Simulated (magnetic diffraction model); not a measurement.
**Magnetic neutron pattern of FeBiS₄**

Space group P2/c (no. 13), a = 6.0450 Å, b = 7.4020 Å, c = 6.6880 Å, β = 90.44°.

```
site  atom       x       y       z
  2f    Bi     1/2  0.1697     1/4
  2e    Fe       0  0.6633     1/4
  4g     S  0.2657  0.1123  0.9178
  4g     S  0.2251  0.3917  0.4168
```

The compound is invented for this exercise: a known structure type with other elements, its cell scaled to their sizes and not relaxed.

Only Fe is taken to order (form factors of Fe3+); orders and moment sizes are assumed, and not adapted to the symmetry. Radiation: neutrons of λ = 1.909 Å, 8° to 35°; isotropic B of 0.43 Å² (Bi), 0.69 Å² (Fe) and 0.72 Å² (S). The intensities are simulated: I ∝ L Σ (|F_N|² + |F_M⊥|²) for unpolarised neutrons, with F_M = 2.695 fm/μB × Σ f(s) S exp(2πi Q·r) exp(−B s²) at Q = H ± k (one set where k and −k are equivalent), only the part normal to Q counting and L = 1/(sin²θ cos θ). For collinear order S is the moment m, which repeats by lattice and centring translations R with the sign exp(−2πi k·R). Form factors are spin-only for 3d ions and dipole or tabulated for f ions, scattering lengths are Sears's of 1992, and absorption is left out. A label names one of the reflections at its angle. The strongest nuclear line in the range is 100, and lines under 0.2 are left out.

Assume the order k = (1/2 0 0), collinear moments along [001], 4.84 μB on Fe; signs + at (0, 0.6633, 1/4), + at (0, 0.3367, 3/4).

Predict the pattern, nuclear and magnetic parts apart.

| 2θ (°) | index | nuclear | magnetic |
| --- | --- | --- | --- |
| 9.06 | (1/2 0 0) | 0.0 | 348.1 |
| 14.82 | (0 1 0) | 0.6 | 0.0 |
| 17.39 | (1/2 1 0) | 0.0 | 47.4 |
| 18.17 | (1 0 0) | 0.8 | 0.0 |
| 22.18 | (0 1 1) | 0.3 | 0.0 |
| 23.53 | (1 1 0) | 65.4 | 0.0 |
| 23.95 | (1/2 1 -1) | 0.0 | 33.1 |
| 24.05 | (1/2 1 1) | 0.0 | 33.0 |
| 27.40 | (3/2 0 0) | 0.0 | 31.1 |
| 28.74 | (1 1 -1) | 100.0 | 0.0 |
| 28.90 | (1 1 1) | 95.6 | 0.0 |
| 29.89 | (0 2 0) | 9.3 | 0.0 |
| 31.29 | (3/2 1 0) | 0.0 | 12.0 |
| 31.30 | (1/2 2 0) | 0.0 | 9.6 |
| 33.17 | (0 0 2) | 24.5 | 0.0 |
| 34.29 | (0 2 1) | 31.1 | 0.0 |
| 34.38 | (1/2 0 -2) | 0.0 | 1.2 |
| 34.52 | (1/2 0 2) | 0.0 | 1.3 |

The strongest magnetic line in the range is (1/2 0 0) at 9.06° (348.1). On top of the Lorentz factor, which all lines share, magnetic lines fade with angle because f falls: for Fe3+ it is 0.92, 0.72, 0.50 and 0.17 at sin θ/λ = 0.1, 0.2, 0.3 and 0.5 Å⁻¹, while nuclear lengths stay constant. The order has no net moment.

[Logs are printed without paths, hosts, clocks, repeated set-up lines and the standing remarks that a program may print on its own settings, such as how far it seeks lower states.]
